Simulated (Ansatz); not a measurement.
# AlN (P6_3mc): given cell or relaxed cell?

Wanted: the change of the gap of AlN (P6_3mc) on relaxing cell and ions.

Program: Ansatz 0.2.0. Level of theory: PBE, HSE06 and G0W0, plane waves, PAW. Values are calculated unless marked as measured.

The database entry behind the starting cell differs from other determinations of this structure, so it need not match the best structure at room temperature.

## Step 1: The system as given

Symmetry: P6_3mc, No. 186, hexagonal system. The conventional cell has a = 3.113 Å, b = 3.113 Å, c = 4.981 Å, α = 90.00°, β = 90.00°, γ = 120.00°. Nearest to Al lie 4 N at 1.89 Å. Nearest to N lie 4 Al at 1.89 Å. Farther neighbours, and contacts between anions beyond the nearest, are not listed.

Structure file:

```cif
data_structure
_symmetry_space_group_name_H-M 'P6_3mc'
_symmetry_Int_Tables_number 186
_cell_length_a 3.1130
_cell_length_b 3.1130
_cell_length_c 4.9810
_cell_angle_alpha 90.000
_cell_angle_beta 90.000
_cell_angle_gamma 120.000
_cell_volume 41.80
loop_
_atom_site_label
_atom_site_type_symbol
_atom_site_symmetry_multiplicity
_atom_site_Wyckoff_symbol
_atom_site_fract_x
_atom_site_fract_y
_atom_site_fract_z
_atom_site_occupancy
Al1 Al 2 b 0.33333 0.66667 0.00000 1
N1 N 2 b 0.33333 0.66667 0.38000 1
```

The cell and positions come from the Crystallography Open Database and are kept as given unless a step says otherwise. The runs that relaxed it are not among those shown. The default PAW set here is soft_1. Its files were made with PBE.

## Step 2: PBE bands at the given cell

Levels along a band path, at the cheap level, show where the edges lie and whether the meshes to come will hold them.

This step: DFT, PBE, plane waves, PAW.

File input.yaml:

```yaml
crystal:
  lattice:
    - [3.113, 0.0, 0.0]
    - [-1.5565, 2.695937082, 0.0]
    - [0.0, 0.0, 4.981]
  atoms:
    - { symbol: Al, position: [0.3333333333, 0.6666666667, 0.0] }
    - { symbol: Al, position: [0.6666666667, 0.3333333333, 0.5] }
    - { symbol: "N", position: [0.3333333333, 0.6666666667, 0.38] }
    - { symbol: "N", position: [0.6666666667, 0.3333333333, 0.88] }
kpoints:
  mp_grid: { grid: [12, 12, 6] }
  band_path:
    path:
      - [[0.0, 0.0, 0.0], [0.5, 0.0, 0.0], [0.33333333, 0.33333333, 0.0], [0.0, 0.0, 0.0], [0.0, 0.0, 0.5], [0.5, 0.0, 0.5], [0.33333333, 0.33333333, 0.5], [0.0, 0.0, 0.5]]
      - [[0.5, 0.0, 0.5], [0.5, 0.0, 0.0]]
      - [[0.33333333, 0.33333333, 0.5], [0.33333333, 0.33333333, 0.0]]
    npoints: 10
hamiltonian:
  xc: pbe
  pseudopotentials: { kind: paw, azcp: { folder: "./paw" } }
scf:
  occupations: { method: fermi_dirac, width: 0.02 }
  n_extra_bands: 5
output:
  eigenvalues: true
  write_density: true
  write_potential: true
  elf: true
  volumetric_format: npy
```

The run is started by

```bash
ansatz run input.yaml --threads 3 --pin off --max-ram 92160MiB --backend cuda --events-out ev --progress --plain --runs-dir out --devices 1 --max-vram 13GiB
```

Output:

```text
scf.n_extra_bands = 5 over 8 filled bands (N_el = 16.0): the run solves 13 bands
GPUs: using 1 of 1 available (devices: 1).
Engine: ansatz 0.2.0, x86_64-unknown-linux-gnu
Pseudopotentials: kind: paw
Pseudopotential: Al, paw, valence charge 3, recommended cutoff 420 eV (normal), <dir>
Pseudopotential: N, paw, valence charge 5, recommended cutoff 420 eV (normal), <dir>
Functional definition: PBE
  parameter kappa = 0.804
  parameter beta = 0.066725
  exchange = pbe_x(kappa = kappa, mu = beta*pi^2/3)
  correlation = pbe_c(beta = beta)
device memory: the entry about to start is reckoned to put 1.8 GiB on a device that reports 73.7 GiB free (of which the cap on the GPU budget leaves the run 13.0 GiB)
GPU FFT provider: cuFFT
GPU libraries: cuBLAS 13.8.2, cuFFT 12.4.0, cuSOLVER 12.3.4
Crystal: 4 atoms, lattice volume = 41.803 Å³
Basis set: ecut = 420 eV, 809 PW (Γ)
Bands: 13, of which v1, the nominal top of the filled ones, is band 8 counted from 1 (7 counted from 0)
Symmetry: 12 space group operations
Space group: P63mc (ITA 186), of the structure as read, at distance tolerance 3.5e-5 Å
k-points: 76 of 864 (time reversal used)
Non-local potential: Al, projectors of the file, l = 0: 2, l = 1: 2, l = 2: 1
Non-local potential: N, projectors of the file, l = 0: 2, l = 1: 2, l = 2: 1
PAW form: soft (Blöchl's): semilocal exchange-correlation on the pseudo side does not see the compensation charge
PAW one-centre angular grid: Al, 110 points (default); XC on 64 Gauss nodes
PAW one-centre angular grid: N, 110 points (default); XC on 64 Gauss nodes
Initial density: superposition of atomic densities (chi_scale 0.1, normalization cell, long waves kept (reshape's long-wave potential 0.00 eV rms))
Initial wavefunctions: pseudopotential atomic-orbital guess
GPU buffer pool allocated for 20736 grid points (all kernels)
GPU transforms: local potential and band sums: pruned to the plane-wave sphere, on 24×24×36
Functional: x = pbe(κ = 0.804, μ = 0.219515), c = pbe(β = 0.066725)
SCF iter   1: F=—  HF=-1851.407465 eV  |F-HF|=—  |Δ(HF+E_count)|=         —  Δρ=1.39e-1  dr2=9.84e0  ethr=3.10e-3  ⟨swp⟩=5.4  Hψ=6031  notcnv=0
preconditioner: auto → none  [insulator: Δε(μ)=5.473 eV  Ē_g=14.938 eV  σ=0.020 eV  W_gap=1.00  n_scr=2 (ndim 8)  ℏωp=23.0 eV  f_vac=0.000  D(μ)=0.00/eV (n_scr^D=0)  ε∞_Penn≈3.4]
SCF iter   2: F=—  HF=-1848.635970 eV  |F-HF|=—  |Δ(HF+E_count)|=    2.77e0  Δρ=3.71e-2  dr2=5.29e-1  ethr=3.10e-3  ⟨swp⟩=2.9  Hψ=2684  notcnv=0  defer=76
SCF iter   3: F=—  HF=-1848.513807 eV  |F-HF|=—  |Δ(HF+E_count)|=   1.22e-1  Δρ=1.25e-2  dr2=3.90e-2  ethr=3.10e-3  ⟨swp⟩=1.7  Hψ=1619  notcnv=0  defer=76
SCF iter   4: F=—  HF=-1848.509472 eV  |F-HF|=—  |Δ(HF+E_count)|=   4.34e-3  Δρ=4.77e-4  dr2=3.95e-5  ethr=2.44e-4  ⟨swp⟩=2.2  Hψ=1301  notcnv=0  defer=76
SCF iter   5: F=—  HF=-1848.509524 eV  |F-HF|=—  |Δ(HF+E_count)|=   5.21e-5  Δρ=6.59e-5  dr2=5.04e-7  ethr=2.47e-7  ⟨swp⟩=2.2  Hψ=1555  notcnv=0  defer=76
SCF iter   6: F=-1848.509524 eV  HF=-1848.509524 eV  |F-HF|=5.26e-9  |Δ(HF+E_count)|=   5.05e-7  Δρ=5.25e-6  dr2=7.48e-9  ethr=6.25e-10  ⟨swp⟩=7.0  Hψ=4945  notcnv=0
SCF 1 converged in 6 iterations: F = -1848.509524 eV  dr2 = 7.48e-9
[...]
device memory: the entry about to start is reckoned to put 1.2 GiB on a device that reports 70.9 GiB free (of which the cap on the GPU budget leaves the run 13.0 GiB)
NSCF: frozen V_eff on 93 k-points, pencils in batches of 32, up to order 60
SCF converged after 6 iterations
Free energy (F): -1848.509524 eV
Harris-Foulkes:  -1848.509524 eV  (|F-HF|=5.26e-9)
Internal energy: -1848.509524 eV  (E = F + TS)
E sigma→0 (E₀):  -1848.509524 eV
Fermi energy:    9.225243 eV
--- Per-component energies (eV) ---
  E_band       = 30.277814
  E_kinetic    = 313.402400
  E_local      = -420.938915  (includes V_loc(G=0)·N_el)
  E_nonlocal   = 89.112797
  E_hartree    = 155.474996
  E_xc         = -198.150829
  E_vxc        = -214.039725  (∫ρ·V_xc dr)
  E_paw        = -1195.748484  (= ΣΔE_a)
  E_vpaw       = -48.208802  (= ΣTr[D̂ρ^β])
  E_aug_tail   = 0.001782  (compensation charges beyond the density's cutoff)
  E_ewald      = -591.663270
  E_smearing   = -0.000000  (= −TS)
  E_closure    = -0.000000  (closes the sum)
  Σ components = -1848.509524   (vs F -1848.509524, Δ=0.00e0)
--- Band table (eV; the first three rows and the last of 76) ---
  k-point 0: bands = [... 4 lower, 6.2838, 6.9322, 6.9322, 7.1117, 11.3254, 13.7809, 17.7266, 18.2820, ... 1 higher]
  k-point 1: bands = [... 4 lower, 6.3250, 6.5133, 6.8862, 6.8862, 11.8171, 13.8474, 17.5535, 18.2490, ... 1 higher]
  k-point 2: bands = [... 4 lower, 6.4388, 6.4388, 6.7628, 6.7628, 12.7683, 13.9055, 17.2818, 18.2961, ... 1 higher]
  k-point 75: bands = [... 4 lower, 3.2955, 3.2955, 6.3350, 6.3350, 14.5440, 14.5440, 14.9797, 14.9797, ... 1 higher]
```

It took 6.9 s on 1 × NVIDIA H100 80GB HBM3 (shared by 6 runs) with 3 threads of AMD EPYC 7R13 (Zen 3), shared host; peak memory 0.91 GiB.

Numbers from this step:

```yaml
filled_bands: 8
gap: 4.214 eV
valence_top_at: Γ
conduction_bottom_at: Γ
least_direct_gap: 4.214 eV
```

The gap is direct, at Γ.

## Step 3: The relaxed cell

Cell and ions were relaxed with PBE; that run is not shown. It left this cell:

It takes space group P6_3mc (No. 186, hexagonal). The conventional cell has a = 3.130 Å, b = 3.130 Å, c = 5.017 Å, α = 90.00°, β = 90.00°, γ = 120.00°. Nearest to Al lie 4 N at 1.90 to 1.91 Å. Nearest to N lie 4 Al at 1.90 to 1.91 Å. Farther neighbours, and contacts between anions beyond the nearest, are not listed.

## Step 4: PBE at the relaxed cell

The cell differs from the one that the last finished run ended in (a 3.113 → 3.130 Å, b 3.113 → 3.130 Å, c 4.981 → 5.017 Å).

input.yaml, the sections that differ from step 2:

```yaml
crystal:
  lattice:
    - [3.1297620228, 0.0, 0.0]
    - [-1.5648810114, 2.7104534195, 0.0]
    - [0.0, 0.0, 5.0173158176]
  atoms:
    - { symbol: Al, position: [0.3333333333, 0.6666666667, -0.0007702259] }
    - { symbol: Al, position: [0.6666666667, 0.3333333333, 0.4992297741] }
    - { symbol: "N", position: [0.3333333333, 0.6666666667, 0.3807702259] }
    - { symbol: "N", position: [0.6666666667, 0.3333333333, 0.8807702259] }
output:
  eigenvalues: true
# kpoints, hamiltonian, scf: as in step 2
```

Output:

```text
[...]
GPUs: using 1 of 1 available (devices: 1).
[...]
GPU FFT provider: cuFFT
GPU libraries: cuBLAS 13.8.2, cuFFT 12.4.0, cuSOLVER 12.3.4
Crystal: 4 atoms, lattice volume = 42.562 Å³
Basis set: ecut = 420 eV, 833 PW (Γ)
Bands: 13, of which v1, the nominal top of the filled ones, is band 8 counted from 1 (7 counted from 0)
[... 1 set-up line as in the run before ...]
[...]
--- Band table (eV; the first three rows and the last of 76) ---
  k-point 0: bands = [... 4 lower, 6.0989, 6.7376, 6.7376, 6.9404, 10.9788, 13.4577, 17.4008, 17.9757, ... 1 higher]
  k-point 1: bands = [... 4 lower, 6.1392, 6.3371, 6.6926, 6.6926, 11.4804, 13.5226, 17.2273, 17.9460, ... 1 higher]
  k-point 2: bands = [... 4 lower, 6.2516, 6.2516, 6.5710, 6.5710, 12.4400, 13.5782, 16.9514, 17.9332, ... 1 higher]
  k-point 75: bands = [... 4 lower, 3.1625, 3.1625, 6.1550, 6.1550, 14.2950, 14.2950, 14.6557, 14.6557, ... 1 higher]
[key lines of the parts left out:]
SCF converged after 6 iterations
Free energy (F): -1848.519333 eV
Fermi energy:    8.966279 eV
```

Elapsed: 17 s, on 1 × NVIDIA H100 80GB HBM3 (shared by 6 runs) with 3 threads; peak memory 0.88 GiB; 3.6 s of CPU time.

Read from the output:

| Quantity | Value |
| --- | --- |
| gap | 4.038 eV |
| valence top at | Γ |
| conduction bottom at | Γ |
| least direct gap | 4.038 eV |

The gap is direct, at Γ.

## Step 5: HSE06 at the relaxed cell

HSE06 mixes in a quarter of exact exchange at short range. Exchange couples all pairs of k points, which makes a full band path dear, so levels are read on the mesh and at chosen points.

This step: DFT, HSE06, plane waves, PAW.

input.yaml, the sections that differ from step 4:

```yaml
kpoints:
  mp_grid: { grid: [6, 6, 4] }
  band_path:
    path:
      - [0.0, 0.0, 0.0]
      - [0.5, 0.0, 0.0]
      - [0.33333333, 0.33333333, 0.0]
      - [0.0, 0.0, 0.5]
      - [0.5, 0.0, 0.5]
      - [0.33333333, 0.33333333, 0.5]
    npoints: 1
hamiltonian:
  xc: hse06
  pseudopotentials: { kind: paw, azcp: { folder: "./paw" } }
scf:
  occupations: { method: fixed }
  n_extra_bands: 5
# crystal, output: as in step 4
```

Output:

```text
[...]
GPUs: using 1 of 1 available (devices: 1).
[...]
davidson cushion auto → on  (no smearing: the cushion is to keep the highest requested band from converging to the state above it; pin scf.eigensolver.cushion to override)
[...]
GPU FFT provider: cuFFT
GPU libraries: cuBLAS 13.8.2, cuFFT 12.4.0, cuSOLVER 12.3.4
Crystal: 4 atoms, lattice volume = 42.562 Å³
Basis set: ecut = 420 eV, 833 PW (Γ)
[...]
Fermi energy:    6.034190 eV
[...]
--- Band table (eV; the first three rows and the last of 21) ---
  k-point 0: bands = [... 4 lower, 5.1058, 5.8109, 5.8109, 6.0342, 11.4203, 14.0202, 18.3273, 18.6768, ... 1 higher]
  k-point 1: bands = [... 4 lower, 5.2035, 5.2035, 5.7021, 5.7021, 12.4224, 14.1463, 17.9320, 18.6401, ... 1 higher]
  k-point 2: bands = [... 4 lower, 5.4474, 5.4474, 5.4474, 5.4474, 13.8202, 13.8202, 17.8858, 17.8858, ... 1 higher]
  k-point 20: bands = [... 4 lower, 1.9595, 1.9595, 5.1723, 5.1723, 14.8493, 14.8493, 15.2286, 15.2286, ... 1 higher]
[key lines of the parts left out:]
Free energy (F): -1849.422035 eV
```

It took 27 s on 1 × NVIDIA H100 80GB HBM3 (shared by 6 runs) with 3 threads; peak memory 1.2 GiB; 10 s of CPU time.

This step gave:

```
gap                  : 5.386 eV
valence top at       : Γ
conduction bottom at : Γ
least direct gap     : 5.386 eV
```

The gap stands +1.35 eV against PBE.

## Step 6: G0W0 at the relaxed cell

G0W0 replaces the xc potential by the self-energy, built once from these orbitals. Only a window of levels is corrected, while the sums run over the empty bands that the input names.

This step: G0W0 on PBE, plane waves, PAW.

File input.yaml:

```yaml
crystal:
  lattice:
    - [3.1297620228, 0.0, 0.0]
    - [-1.5648810114, 2.7104534195, 0.0]
    - [0.0, 0.0, 5.0173158176]
  atoms:
    - { symbol: Al, position: [0.3333333333, 0.6666666667, -0.0007702259] }
    - { symbol: Al, position: [0.6666666667, 0.3333333333, 0.4992297741] }
    - { symbol: "N", position: [0.3333333333, 0.6666666667, 0.3807702259] }
    - { symbol: "N", position: [0.6666666667, 0.3333333333, 0.8807702259] }
kpoints:
  mp_grid: { grid: [6, 6, 4] }
hamiltonian:
  xc: pbe
  pseudopotentials: { kind: paw, azcp: { folder: "./paw" } }
scf:
  occupations: { method: fixed }
gw:
  n_empty_bands: 127
  ecut_chi: 120
  qp_bands: [v2, c2]
  qp_kpoints: band_edges
  screening: { model: contour_deformation }
```

Output:

```text
GPUs: using 1 of 1 available (devices: 1).
[...]
GPU FFT provider: cuFFT
GPU libraries: cuBLAS 13.8.2, cuFFT 12.4.0, cuSOLVER 12.3.4
Crystal: 4 atoms, lattice volume = 42.562 Å³
Basis set: ecut = 420 eV, 833 PW (Γ)
Bands: 12, of which v1, the nominal top of the filled ones, is band 8 counted from 1 (7 counted from 0)
[... 1 set-up line as in the run before ...]
[...]
k-points: 21 of 144 (time reversal used)
[...]
1    10     13.5724    -8.2136    -4.3999   -13.5025  0.8180    14.4678    14.4614  root
[...]
20     7      6.1558   -21.6215     3.3423   -17.3901  0.7782     5.2587     5.2668  root
    20     8      6.1558   -21.6215     3.3423   -17.3901  0.7782     5.2587     5.2668  root
    20     9     14.2955    -6.7970    -4.5466   -12.1347  0.8041    15.0929    15.0866  root
    20    10     14.2955    -6.7970    -4.5466   -12.1347  0.8041    15.0929    15.0866  root
[key lines of the parts left out:]
SCF converged after 7 iterations
Free energy (F): -1848.517892 eV
Fermi energy:    6.941246 eV
```

Elapsed: 20 s, on 1 × NVIDIA H100 80GB HBM3 (shared by 6 runs) with 3 threads; peak memory 1.1 GiB; 10 s of CPU time.

This step gave:

| Item | Value |
| --- | --- |
| bands summed | 135 |
| RPA ε∞ on this mesh (eigenvalues) | 4.253, 4.253, 4.423 |
| plane waves in the screening matrix | 135 |
| G0W0 gap on the mesh | 5.603 eV |
| k of the valence top | 0, 0, 0 |
| k of the conduction bottom | 0, 0, 0 |
| starting gap on the mesh | 4.038 eV |
| least direct G0W0 gap on the computed points | 5.603 eV |

The gap on the mesh goes from 4.04 eV to 5.60 eV, a correction of +1.56 eV. Between the two edge states, bare exchange in place of the xc potential would open the gap by 8.52 eV, and correlation takes back 6.96 eV.

## Step 7: G0W0 at the given cell

input.yaml, the sections that differ from step 6:

```yaml
crystal:
  lattice:
    - [3.113, 0.0, 0.0]
    - [-1.5565, 2.695937082, 0.0]
    - [0.0, 0.0, 4.981]
  atoms:
    - { symbol: Al, position: [0.3333333333, 0.6666666667, 0.0] }
    - { symbol: Al, position: [0.6666666667, 0.3333333333, 0.5] }
    - { symbol: "N", position: [0.3333333333, 0.6666666667, 0.38] }
    - { symbol: "N", position: [0.6666666667, 0.3333333333, 0.88] }
gw:
  n_empty_bands: 124
  ecut_chi: 120
  qp_bands: [v2, c2]
  qp_kpoints: band_edges
  screening: { model: contour_deformation }
# kpoints, hamiltonian, scf: as in step 6
```

Output:

```text
GPUs: using 1 of 1 available (devices: 1).
[...]
GPU FFT provider: cuFFT
GPU libraries: cuBLAS 13.8.2, cuFFT 12.4.0, cuSOLVER 12.3.4
Crystal: 4 atoms, lattice volume = 41.803 Å³
Basis set: ecut = 420 eV, 809 PW (Γ)
Bands: 12, of which v1, the nominal top of the filled ones, is band 8 counted from 1 (7 counted from 0)
[... 1 set-up line as in the run before ...]
[...]
k-points: 21 of 144 (time reversal used)
[...]
1    10     13.8987    -8.2310    -4.4157   -13.5497  0.8194    14.8082    14.8017  root
[...]
20     7      6.3358   -21.7364     3.3650   -17.4712  0.7799     5.4275     5.4356  root
    20     8      6.3358   -21.7364     3.3650   -17.4712  0.7799     5.4275     5.4356  root
    20     9     14.5445    -6.8458    -4.5521   -12.2056  0.8056    15.3587    15.3523  root
    20    10     14.5445    -6.8458    -4.5521   -12.2056  0.8056    15.3587    15.3523  root
[key lines of the parts left out:]
SCF converged after 7 iterations
Free energy (F): -1848.508205 eV
Fermi energy:    7.112566 eV
```

Run time: 26 s. Hardware: 1 × NVIDIA H100 80GB HBM3 (shared by 6 runs) with 3 threads; peak memory 1.1 GiB.

Numbers from this step:

| Item | Value |
| --- | --- |
| bands summed | 132 |
| RPA ε∞ on this mesh (eigenvalues) | 4.225, 4.225, 4.374 |
| plane waves in the screening matrix | 135 |
| G0W0 gap on the mesh | 5.806 eV |
| k of the valence top | 0, 0, 0 |
| k of the conduction bottom | 0, 0, 0 |
| starting gap on the mesh | 4.213 eV |
| least direct G0W0 gap on the computed points | 5.806 eV |

The gap on the mesh goes from 4.21 eV to 5.81 eV, a correction of +1.59 eV. Between the two edge states, bare exchange in place of the xc potential would open the gap by 8.62 eV, and correlation takes back 7.03 eV.

## Step 8: Together

G0W0 rows are gaps on the mesh, lowered where the mesh misses an edge of the band path.

```
   level  given cell (eV)  relaxed cell (eV)  change (eV)
     PBE             4.21               4.04        −0.18
   HSE06                -               5.39            -
G0W0@PBE             5.81               5.60        −0.20
```

## Step 9: What came out

| Item | Value |
| --- | --- |
| volume change | +1.8 % |
| PBE, given cell | 4.21 eV |
| PBE, relaxed cell | 4.04 eV |
| HSE06, relaxed cell | 5.39 eV |
| G0W0@PBE, relaxed cell | 5.60 eV |
| G0W0@PBE, given cell | 5.81 eV |
| known limits | short of the basis limit |

**Reading.** Relaxation changes the volume by +1.8 % and the gap by −0.18 eV (PBE) and −0.20 eV (G0W0@PBE). Bands and cutoff are finite, so the gap stands short of the basis limit, usually by up to a few tenths of an eV; the mesh is an error of its own.

[Long decimals in the printed logs are rounded to 6 places.]

[Logs are printed without paths, hosts, clocks, repeated set-up lines and the standing remarks that a program may print on its own settings, such as how far it seeks lower states.]

[Paths, hosts, dates, memory and timing lines, banners, echoed tables and standing remarks are left out of the program output; an Ansatz launch command may be rebuilt from the run's recorded settings. Measured values are a selection of at most five: reports struck by readers or far from the other reports are left out. None is set beside runs whose start may be inverted or whose files or cutoffs have a known fault.]

[Runs of the session that timed out or met a known fault of the program may be left out.]

[Cells called generated may have been cut or substituted from an entry of the Crystallography Open Database or the Materials Project.]

[Hosts, paths, dates, database ids (printed as entryN), source tags and the programs' standing remarks are cut or masked in the printed files.]

[Where the starting crystal was built by hand or by swapping elements, it need not be the compound's stable phase.]
